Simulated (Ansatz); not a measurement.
# One crystal, many levels of theory: Ga2S3 (Cc)

What gap does each level of theory give for Ga2S3 (Cc), and in what time?

Program: Ansatz 0.2.0. Level of theory: density functionals, hybrids and G0W0, plane waves, PAW. Results are calculated unless marked as measured.

## (1) Set-up

Symmetry: Cc, No. 9, monoclinic system. Conventional cell: a = 11.107 Å, b = 6.395 Å, c = 7.021 Å, α = 90.00°, β = 121.17°, γ = 90.00°. Ga has 4 S at 2.19 to 2.33 Å nearest. Nearest to Ga lie 4 S at 2.20 to 2.32 Å. S has 2 Ga at 2.19 to 2.20 Å nearest. Nearest to S lie 3 Ga at 2.31 to 2.32 Å. Nearest to S lie 3 Ga at 2.31 to 2.33 Å. Farther neighbours and most contacts between anions are not listed.

The cell and positions come from the Crystallography Open Database and are kept as given unless a step says otherwise.

The logs state that the PAW files were generated under PBE.

## (2) LDA on the 4×4×4 mesh

Levels along a band path and on the mesh show where this functional puts the band edges.

This step: DFT, LDA, plane waves, PAW; PAW set soft_1.

Input file input.yaml:

```yaml
crystal:
  lattice:
    - [5.5535, -3.1975, 0.0]
    - [5.5535, 3.1975, 0.0]
    - [-3.6339226554, 0.0, 6.0074160114]
  atoms:
    - { symbol: Ga, position: [0.63979, 0.44447, 0.12512] }
    - { symbol: Ga, position: [0.44447, 0.63979, 0.62512] }
    - { symbol: Ga, position: [0.2682, 0.13232, 0.11559] }
    - { symbol: Ga, position: [0.13232, 0.2682, 0.61559] }
    - { symbol: S, position: [0.9089, 0.0811, 0.9838] }
    - { symbol: S, position: [0.0811, 0.9089, 0.4838] }
    - { symbol: S, position: [0.4303, 0.2453, 0.4999] }
    - { symbol: S, position: [0.2453, 0.4303, 0.9999] }
    - { symbol: S, position: [0.5901, 0.7581, 0.0084] }
    - { symbol: S, position: [0.7581, 0.5901, 0.5084] }
kpoints:
  mp_grid: { grid: [4, 4, 4] }
  band_path:
    path:
      - [[0.0, 0.0, 0.0], [-0.36320096, 0.36320096, 0.0]]
      - [[-0.63679904, -0.36320096, 0.0], [-0.5, -0.5, 0.0], [0.0, 0.0, 0.0], [-0.5, -0.5, 0.5], [-0.72948728, -0.27051272, 0.5]]
      - [[-0.27051272, 0.27051272, 0.5], [0.0, 0.0, 0.5], [0.0, 0.0, 0.0]]
      - [[-0.5, 0.0, 0.5], [0.0, 0.0, 0.0], [-0.5, 0.0, 0.0]]
    npoints: 10
hamiltonian:
  xc: lda
  pseudopotentials: { kind: paw, azcp: { folder: soft_1 }, xc_functional: pbe }
scf:
  occupations: { method: fermi_dirac, width: 0.02 }
  n_extra_bands: 7
output:
  eigenvalues: true
  write_density: true
  write_potential: true
  elf: true
  volumetric_format: npy
```

Started as:

```sh
$ ansatz run input.yaml --threads 3 --pin off --max-ram 92160MiB --backend cuda --events-out ev --progress --plain --runs-dir out --devices 1 --max-vram 13GiB
```

Numbers of over 12 decimals in the logs are rounded to 6 here.

The log of the run:

```text
scf.n_extra_bands = 7 over 44 filled bands (N_el = 88.0): the run solves 51 bands
GPUs: using 1 of 1 available (devices: 1).
Engine: ansatz 0.2.0, x86_64-unknown-linux-gnu
Pseudopotentials: kind: paw
Pseudopotential: Ga, paw, valence charge 13, recommended cutoff 420 eV (normal), soft_1/Ga.paw.azcp
Pseudopotential: S, paw, valence charge 6, recommended cutoff 420 eV (normal), soft_1/S.paw.azcp
Functional definition: SPW92
  exchange = slater_x
  correlation = pw_c
device memory: the entry about to start is reckoned to put 3.7 GiB on a device that reports 33.2 GiB free (of which the cap on the GPU budget leaves the run 13.0 GiB)
GPU FFT provider: cuFFT
GPU libraries: cuBLAS 13.8.2, cuFFT 12.4.0, cuSOLVER 12.3.4
Crystal: 10 atoms, lattice volume = 213.351 Å³
Basis set: ecut = 420 eV, 4167 PW (Γ)
Bands: 51, of which v1, the nominal top of the filled ones, is band 44 counted from 1 (43 counted from 0)
Symmetry: 2 space group operations
Space group: Cc (ITA 9), of the structure as read, at distance tolerance 6.0e-5 Å
k-points: 24 of 64 (time reversal used)
Non-local potential: Ga, projectors of the file, l = 0: 2, l = 1: 2, l = 2: 3, l = 3: 1
Non-local potential: S, projectors of the file, l = 0: 2, l = 1: 2, l = 2: 1
PAW form: soft (Blöchl's): semilocal exchange-correlation on the pseudo side does not see the compensation charge
PAW frozen core: Ga, regenerated for the run's functional, and the local potential with it (the file was generated under x = pbe(κ = 0.804, μ = 0.219515), c = pbe(β = 0.066725))
PAW frozen core: S, regenerated for the run's functional, and the local potential with it (the file was generated under x = pbe(κ = 0.804, μ = 0.219515), c = pbe(β = 0.066725))
PAW one-centre angular grid: Ga, 590 points (default); XC on 64 Gauss nodes
PAW one-centre angular grid: S, 110 points (default); XC on 64 Gauss nodes
Initial density: superposition of atomic densities (chi_scale 0.1, normalization cell, long waves kept (reshape's long-wave potential 0.05 eV rms))
Initial wavefunctions: pseudopotential atomic-orbital guess
GPU buffer pool allocated for 97200 grid points (all kernels)
GPU transforms: local potential and band sums: pruned to the plane-wave sphere, on 45×45×48
Functional: x = slater, c = lda
SCF iter   1: F=—  HF=-20053.031610 eV  |F-HF|=—  |Δ(HF+E_count)|=         —  Δρ=4.88e-2  dr2=3.49e0  ethr=3.10e-3  ⟨swp⟩=8.5  Hψ=5631  notcnv=0
preconditioner: auto → Resta (q_TF=auto, 2.354 Å⁻¹)  ε∞=4.0  [insulator: Δε(μ)=1.989 eV  Ē_g=13.800 eV  σ=0.020 eV  W_gap=1.00  n_scr=52 (ndim 8)  ℏωp=23.8 eV  f_vac=0.000  D(μ)=0.00/eV (n_scr^D=0)  ε∞_Penn≈4.0]
SCF iter   2: F=—  HF=-20052.142996 eV  |F-HF|=—  |Δ(HF+E_count)|=   8.89e-1  Δρ=2.29e-2  dr2=8.56e-1  ethr=3.10e-3  ⟨swp⟩=4.0  Hψ=2621  notcnv=0  defer=72
SCF iter   3: F=—  HF=-20051.847070 eV  |F-HF|=—  |Δ(HF+E_count)|=   2.96e-1  Δρ=6.25e-3  dr2=6.83e-2  ethr=9.73e-4  ⟨swp⟩=3.0  Hψ=2438  notcnv=0  defer=72
SCF iter   4: F=—  HF=-20051.796033 eV  |F-HF|=—  |Δ(HF+E_count)|=   5.10e-2  Δρ=2.14e-3  dr2=1.02e-2  ethr=7.77e-5  ⟨swp⟩=3.0  Hψ=2394  notcnv=0  defer=72
SCF iter   5: F=—  HF=-20051.797305 eV  |F-HF|=—  |Δ(HF+E_count)|=   1.27e-3  Δρ=7.62e-4  dr2=1.70e-3  ethr=1.16e-5  ⟨swp⟩=2.0  Hψ=2304  notcnv=0  defer=72
SCF iter   6: F=—  HF=-20051.796973 eV  |F-HF|=—  |Δ(HF+E_count)|=   3.31e-4  Δρ=2.17e-4  dr2=1.48e-4  ethr=1.94e-6  ⟨swp⟩=2.5  Hψ=1939  notcnv=0  defer=72
SCF iter   7: F=—  HF=-20051.797072 eV  |F-HF|=—  |Δ(HF+E_count)|=   9.88e-5  Δρ=8.39e-5  dr2=2.12e-5  ethr=1.69e-7  ⟨swp⟩=2.8  Hψ=2467  notcnv=0  defer=72
SCF iter   8: F=—  HF=-20051.797198 eV  |F-HF|=—  |Δ(HF+E_count)|=   1.26e-4  Δρ=2.50e-5  dr2=1.66e-6  ethr=2.41e-8  ⟨swp⟩=3.0  Hψ=2268  notcnv=0  defer=72
SCF iter   9: F=—  HF=-20051.797199 eV  |F-HF|=—  |Δ(HF+E_count)|=   6.28e-7  Δρ=1.33e-5  dr2=4.33e-7  ethr=1.89e-9  ⟨swp⟩=2.0  Hψ=2208  notcnv=0  defer=72
SCF iter  10: F=-20051.797198 eV  HF=-20051.797199 eV  |F-HF|=5.45e-8  |Δ(HF+E_count)|=   2.23e-7  Δρ=4.10e-6  dr2=2.96e-8  ethr=1.14e-10  ⟨swp⟩=10.9  Hψ=4774  notcnv=0
SCF 1 converged in 10 iterations: F = -20051.797198 eV  dr2 = 2.96e-8
[...]
device memory: the entry about to start is reckoned to put 4.2 GiB on a device that reports 32.3 GiB free (of which the cap on the GPU budget leaves the run 13.0 GiB)
NSCF: frozen V_eff on 94 k-points
SCF converged after 10 iterations
Free energy (F): -20051.797198 eV
Harris-Foulkes:  -20051.797199 eV  (|F-HF|=5.45e-8)
Internal energy: -20051.797198 eV  (E = F + TS)
E sigma→0 (E₀):  -20051.797198 eV
Fermi energy:    6.343821 eV
--- Per-component energies (eV) ---
  E_band       = -377.887656
  E_kinetic    = 1082.678366
  E_local      = -8025.758653  (includes V_loc(G=0)·N_el)
  E_nonlocal   = -145.708453
  E_hartree    = 4573.835717
  E_xc         = -778.694381
  E_vxc        = -720.023014  (∫ρ·V_xc dr)
  E_paw        = -11132.090361  (= ΣΔE_a)
  E_vpaw       = -1716.744318  (= ΣTr[D̂ρ^β])
  E_aug_tail   = -0.000850  (compensation charges beyond the density's cutoff)
  E_ewald      = -5633.891695
  E_core_change = 7.833111  (= ΣΔE_core)
  E_smearing   = -0.000000  (= −TS)
  E_closure    = 0.000000  (closes the sum)
  Σ components = -20051.797198   (vs F -20051.797198, Δ=0.00e0)
--- Band table (eV; the first three rows and the last of 24) ---
  k-point 0: bands = [... 40 lower, 4.4618, 4.8446, 4.9859, 5.5088, 7.1744, 7.7069, 8.5095, 8.7705, ... 3 higher]
  k-point 1: bands = [... 40 lower, 4.4688, 4.4815, 4.8970, 5.1799, 7.8504, 7.9860, 8.7449, 8.8745, ... 3 higher]
  k-point 2: bands = [... 40 lower, 4.3855, 4.3855, 4.9005, 4.9005, 8.2991, 8.2991, 9.0362, 9.0362, ... 3 higher]
  k-point 23: bands = [... 40 lower, 4.0094, 4.0094, 4.9173, 4.9173, 7.8982, 7.8982, 8.7139, 8.7139, ... 3 higher]
```

Elapsed: 6 s, on 1 × NVIDIA H100 80GB HBM3 (shared by 6 runs) with 3 threads of AMD EPYC 7R13 (Zen 3), shared host; peak memory 1 GiB.

Reading the cycles: dr2 is the Hartree energy of the density residual (eV), the measure of convergence; HF is the Harris–Foulkes estimate of the energy, which meets the free energy F at convergence.

This step gave:

```
filled bands         : 44
gap                  : 1.666 eV
valence top at       : Γ
conduction bottom at : Γ
least direct gap     : 1.666 eV
```

Over mesh and path the gap is 1.666 eV, direct, at k = Γ.

## (3) LDA+SOC on the 4×4×4 mesh

This run has two-component orbitals with spin-orbit coupling.

This step: DFT, LDA with spin-orbit coupling, plane waves, PAW; PAW set soft_1.

Input file input.yaml:

```yaml
crystal:
  lattice:
    - [5.5535, -3.1975, 0.0]
    - [5.5535, 3.1975, 0.0]
    - [-3.6339226554, 0.0, 6.0074160114]
  atoms:
    - { symbol: Ga, position: [0.63979, 0.44447, 0.12512] }
    - { symbol: Ga, position: [0.44447, 0.63979, 0.62512] }
    - { symbol: Ga, position: [0.2682, 0.13232, 0.11559] }
    - { symbol: Ga, position: [0.13232, 0.2682, 0.61559] }
    - { symbol: S, position: [0.9089, 0.0811, 0.9838] }
    - { symbol: S, position: [0.0811, 0.9089, 0.4838] }
    - { symbol: S, position: [0.4303, 0.2453, 0.4999] }
    - { symbol: S, position: [0.2453, 0.4303, 0.9999] }
    - { symbol: S, position: [0.5901, 0.7581, 0.0084] }
    - { symbol: S, position: [0.7581, 0.5901, 0.5084] }
kpoints:
  mp_grid: { grid: [4, 4, 4] }
  band_path:
    path:
      - [0.0, 0.0, 0.0]
      - [-0.36320096, 0.36320096, 0.0]
      - [-0.63679904, -0.36320096, 0.0]
      - [-0.5, -0.5, 0.0]
      - [-0.5, -0.5, 0.5]
      - [-0.72948728, -0.27051272, 0.5]
      - [-0.27051272, 0.27051272, 0.5]
      - [0.0, 0.0, 0.5]
    npoints: 1
hamiltonian:
  xc: lda
  pseudopotentials: { kind: paw_fr, azcp: { folder: soft_1 }, xc_functional: pbe }
scf:
  occupations: { method: fixed }
  n_extra_bands: 14
magnetization:
  noncollinear: true
  spin_orbit: true
output:
  eigenvalues: true
```

The log of the run:

```text
[...]
GPUs: using 1 of 1 available (devices: 1).
[...]
non-collinear run that drives no moment, with spin-orbit: no starting moment large enough to seed its density (crystal.atoms[].spin), no starting occupations that ask for one, no magnetisation constraint and no magnetic field, so the semilocal B_xc is pinned to zero
[...]
GPU FFT provider: cuFFT
GPU libraries: cuBLAS 13.8.2, cuFFT 12.4.0, cuSOLVER 12.3.4
Crystal: 10 atoms, lattice volume = 213.351 Å³
Basis set: ecut = 420 eV, 4167 PW (Γ)
Bands: 102, of which v1, the nominal top of the filled ones, is band 88 counted from 1 (87 counted from 0)
Symmetry: 2 space group operations + 2 with time reversal
[...]
k-points: 24 of 64 (time reversal used)
Projection manifold: j_resolved (fully-relativistic pseudo-atomic orbitals)
[...]
GPU buffer pool allocated for 97200 grid points (all kernels)
[...]
site 5: m = (+0.0000, +0.0000, +0.0000) μB, |m| = 0.0000 μB  (R = 0.90 Å)
  site 6: m = (+0.0000, +0.0000, +0.0000) μB, |m| = 0.0000 μB  (R = 0.95 Å)
  site 7: m = (+0.0000, +0.0000, +0.0000) μB, |m| = 0.0000 μB  (R = 0.95 Å)
  site 8: m = (+0.0000, +0.0000, +0.0000) μB, |m| = 0.0000 μB  (R = 0.95 Å)
  site 9: m = (+0.0000, +0.0000, +0.0000) μB, |m| = 0.0000 μB  (R = 0.95 Å)
Free energy (F): -20052.120911 eV
[...]
Internal energy: -20052.120911 eV  (E = F + TS)
E sigma→0 (E₀):  -20052.120911 eV
Fermi energy:    5.510071 eV
[...]
--- Band table (eV; the first three rows and the last of 24) ---
  k-point 0: bands = [... 84 lower, 4.9897, 4.9897, 5.5101, 5.5101, 7.1744, 7.1744, 7.7069, 7.7069, ... 10 higher]
  k-point 1: bands = [... 84 lower, 4.8949, 4.8999, 5.1778, 5.1837, 7.8502, 7.8503, 7.9854, 7.9867, ... 10 higher]
  k-point 2: bands = [... 84 lower, 4.8973, 4.8973, 4.9053, 4.9053, 8.2958, 8.2958, 8.3014, 8.3014, ... 10 higher]
  k-point 23: bands = [... 84 lower, 4.9171, 4.9171, 4.9174, 4.9174, 7.8965, 7.8965, 7.8997, 7.8997, ... 10 higher]
[key lines of the parts left out:]
SCF converged after 10 iterations
Magnetization: |M| = 0.0000 μB,  M = (+0.0000, +0.0000, +0.0000) μB
```

Wall time 13 s (1 × NVIDIA H100 80GB HBM3 (shared by 6 runs) with 3 threads); peak memory 1.1 GiB.

This step gave:

| Property | Result |
| --- | --- |
| gap | 1.664 eV |
| valence top at | Γ |
| conduction bottom at | Γ |
| least direct gap | 1.664 eV |

Over mesh and listed points the gap is 1.664 eV, direct, at k = Γ. LDA+SOC against LDA: 1.664 − 1.666 = −0.002 eV, with the same mesh, set of files (read in its fully relativistic form for the spin-orbit run) and cutoff, and both edges at the same k points. The spin-orbit run sees mesh and listed points alone, so its gap is an upper bound: the coupling can move an edge off these points, the more so as this crystal has no centre of inversion, and the change over the zone, its sign included where it is small, is not known.

## (4) HSE06 on the 4×4×4 mesh

HSE06 mixes in a quarter of exact exchange at short range.

This step: DFT, HSE06, plane waves, PAW; PAW set soft_1.

Edit input.yaml of step 3 so:

```diff
@@ -30,10 +30,7 @@
 hamiltonian:
-  xc: lda
-  pseudopotentials: { kind: paw_fr, azcp: { folder: soft_1 }, xc_functional: pbe }
+  xc: hse06
+  pseudopotentials: { kind: paw, azcp: { folder: soft_1 } }
 scf:
   occupations: { method: fixed }
-  n_extra_bands: 14
-magnetization:
-  noncollinear: true
-  spin_orbit: true
+  n_extra_bands: 7
 output:
```

The log of the run:

```text
[...]
GPUs: using 1 of 1 available (devices: 1).
[...]
davidson cushion auto → on  (no smearing: the cushion is to keep the highest requested band from converging to the state above it; pin scf.eigensolver.cushion to override)
[...]
GPU FFT provider: cuFFT
GPU libraries: cuBLAS 13.8.2, cuFFT 12.4.0, cuSOLVER 12.3.4
Crystal: 10 atoms, lattice volume = 213.351 Å³
Basis set: ecut = 420 eV, 4167 PW (Γ)
[...]
E sigma→0 (E₀):  -20556.742196 eV
Fermi energy:    5.089743 eV
[...]
--- Band table (eV; the first three rows and the last of 24) ---
  k-point 0: bands = [... 40 lower, 3.9905, 4.4326, 4.5487, 5.0897, 8.1002, 8.5950, 9.3748, 9.6557, ... 3 higher]
  k-point 1: bands = [... 40 lower, 3.9994, 4.0515, 4.4491, 4.7460, 8.7532, 8.8974, 9.5247, 9.7684, ... 3 higher]
  k-point 2: bands = [... 40 lower, 3.9184, 3.9184, 4.4462, 4.4462, 9.2389, 9.2389, 9.8168, 9.8168, ... 3 higher]
  k-point 23: bands = [... 40 lower, 3.5665, 3.5665, 4.4574, 4.4574, 8.7495, 8.7495, 9.6351, 9.6351, ... 3 higher]
[key lines of the parts left out:]
Free energy (F): -20556.742196 eV
```

Elapsed: 60 s, on 1 × NVIDIA H100 80GB HBM3 (shared by 6 runs) with 3 threads; peak memory 1.7 GiB; 1.9 min of CPU time.

Numbers from this step:

```
gap                     : 3.010 eV
valence top at          : Γ
conduction bottom at    : Γ
least direct gap        : 3.010 eV
exact-exchange fraction : 0.25
```

Over mesh and listed points the gap is 3.010 eV, direct, at k = Γ. HSE06 against LDA: 3.010 − 1.666 = +1.344 eV, with the same mesh, files and cutoff, and both edges at the same k points.

## (5) PBE0 on the 4×4×4 mesh

PBE0 mixes in a quarter of exact exchange at all distances.

This step: DFT, PBE0, plane waves, PAW; PAW set soft_1.

Edit input.yaml of step 4 so:

```diff
@@ -30,3 +30,3 @@
 hamiltonian:
-  xc: hse06
+  xc: pbe0
   pseudopotentials: { kind: paw, azcp: { folder: soft_1 } }
```

The log of the run:

```text
[...]
GPUs: using 1 of 1 available (devices: 1).
[...]
GPU FFT provider: cuFFT
GPU libraries: cuBLAS 13.8.2, cuFFT 12.4.0, cuSOLVER 12.3.4
Crystal: 10 atoms, lattice volume = 213.351 Å³
Basis set: ecut = 420 eV, 4167 PW (Γ)
Bands: 51, of which v1, the nominal top of the filled ones, is band 44 counted from 1 (43 counted from 0)
Symmetry: 2 space group operations
[...]
k-points: 24 of 64 (time reversal used)
[...]
Fermi energy:    4.714008 eV
[...]
--- Band table (eV; the first three rows and the last of 24) ---
  k-point 0: bands = [... 40 lower, 3.6088, 4.0639, 4.1760, 4.7140, 8.4070, 8.9264, 9.7243, 10.0082, ... 3 higher]
  k-point 1: bands = [... 40 lower, 3.6198, 3.6714, 4.0724, 4.3648, 9.0860, 9.2257, 9.8631, 10.1223, ... 3 higher]
  k-point 2: bands = [... 40 lower, 3.5412, 3.5412, 4.0646, 4.0646, 9.5766, 9.5766, 10.1573, 10.1573, ... 3 higher]
  k-point 23: bands = [... 40 lower, 3.1801, 3.1801, 4.0720, 4.0720, 9.0856, 9.0856, 9.9846, 9.9846, ... 3 higher]
[key lines of the parts left out:]
Free energy (F): -20558.070351 eV
```

Run time: 77 s. Hardware: 1 × NVIDIA H100 80GB HBM3 (shared by 6 runs) with 3 threads; peak memory 1.7 GiB.

Numbers from this step:

```yaml
gap: 3.693 eV
valence_top_at: Γ
conduction_bottom_at: Γ
least_direct_gap: 3.693 eV
exact_exchange_fraction: 0.25
```

Over mesh and listed points the gap is 3.693 eV, direct, at k = Γ. PBE0 against HSE06: 3.693 − 3.010 = +0.683 eV, with the same mesh, files and cutoff, and both edges at the same k points.

## (6) G0W0@LDA, 4×4×2 mesh, 1073 empty bands, screening to 170 eV, PAW set soft_1 files

G0W0 replaces the xc potential by a self-energy built once from the orbitals of the start. Levels are corrected in the window of bands that the input names, at points of the mesh.

This step: G0W0 on LDA, plane waves, PAW; PAW set soft_1.

Edit input.yaml of step 5 so:

```diff
@@ -17,21 +17,13 @@
 kpoints:
-  mp_grid: { grid: [4, 4, 4] }
-  band_path:
-    path:
-      - [0.0, 0.0, 0.0]
-      - [-0.36320096, 0.36320096, 0.0]
-      - [-0.63679904, -0.36320096, 0.0]
-      - [-0.5, -0.5, 0.0]
-      - [-0.5, -0.5, 0.5]
-      - [-0.72948728, -0.27051272, 0.5]
-      - [-0.27051272, 0.27051272, 0.5]
-      - [0.0, 0.0, 0.5]
-    npoints: 1
+  mp_grid: { grid: [4, 4, 2] }
 hamiltonian:
-  xc: pbe0
-  pseudopotentials: { kind: paw, azcp: { folder: soft_1 } }
+  xc: lda
+  pseudopotentials: { kind: paw, azcp: { folder: soft_1 }, xc_functional: pbe }
 scf:
   occupations: { method: fixed }
-  n_extra_bands: 7
-output:
-  eigenvalues: true
+gw:
+  n_empty_bands: 1073
+  ecut_chi: 170.0
+  qp_bands: [v3, c3]
+  qp_kpoints: band_edges
+  screening: { model: contour_deformation }
```

The log of the run:

```text
GPUs: using 1 of 1 available (devices: 1).
[...]
GPU FFT provider: cuFFT
GPU libraries: cuBLAS 13.8.2, cuFFT 12.4.0, cuSOLVER 12.3.4
Crystal: 10 atoms, lattice volume = 213.351 Å³
Basis set: ecut = 420 eV, 4167 PW (Γ)
Bands: 54, of which v1, the nominal top of the filled ones, is band 44 counted from 1 (43 counted from 0)
Symmetry: 2 space group operations
[...]
k-points: 14 of 32 (time reversal used)
[...]
1    43      4.9011   -18.4663     2.1317   -15.5593  0.7428     4.1133     4.1259  root
[...]
13    44      4.9177   -18.2554     2.1989   -15.2698  0.7407     4.1176     4.1310  root
    13    45      7.8989    -9.4072    -4.1065   -14.1254  0.7841     8.5158     8.5106  root
    13    46      7.8989    -9.4072    -4.1065   -14.1254  0.7841     8.5158     8.5106  root
    13    47      8.7146    -9.7249    -4.4044   -14.8036  0.7738     9.3964     9.3889  root
[key lines of the parts left out:]
SCF converged after 9 iterations
Free energy (F): -20051.785229 eV
Fermi energy:    5.509725 eV
```

The job ended after 3.3 min (1 × NVIDIA H100 80GB HBM3 (shared by 6 runs) with 3 threads; peak memory 4.7 GiB).

Numbers from this step:

| Item | Value |
| --- | --- |
| bands summed | 1117 |
| RPA ε∞ on this mesh (eigenvalues) | 6.004, 6.148, 6.659 |
| plane waves in the screening matrix | 1083 |
| G0W0 gap over the corrected points | 3.041 eV |
| k of the valence top | 0, 0, 0 |
| k of the conduction bottom | 0, 0, 0 |
| starting gap on the mesh | 1.665 eV |
| Z at the valence top | 0.7445 |
| Z at the conduction bottom | 0.7842 |
| least direct G0W0 gap over the corrected points | 3.041 eV |

Over 12 of 14 irreducible mesh points the G0W0 gap is 3.041 eV, direct, at k = Γ. The LDA gap of this run on the mesh is 1.665 eV. The two states that bound the G0W0 gap lie that far apart at the start, so the correction of the gap is 3.041 − 1.665 = +1.376 eV.

[end of part 1 of 2]

[Paths, hosts, dates, memory and timing lines, banners, echoed tables and standing remarks are left out of the program output.]

[Logs are printed without paths, hosts, clocks, repeated set-up lines and the standing remarks that a program may print on its own settings, such as how far it seeks lower states.]

[Runs of the session that timed out or met a known fault of the program may be left out.]

[Cells called generated may have been cut or substituted from an entry of the Crystallography Open Database or the Materials Project.]

[Hosts, paths, dates, database ids (printed as entryN), source tags and the programs' standing remarks are cut or masked in the printed files.]

[Where an RPA ε∞ is given, it is that of the G0W0 mesh and is not shown converged in it. Names of k-points follow the symmetry that the program found, which can be lower than the space group named. Band edges on a path are those of the sampled points; other points can move an edge, and change direct to indirect where valleys lie close.]

[Hybrid gaps are those of their k-mesh and are not shown converged in it.]
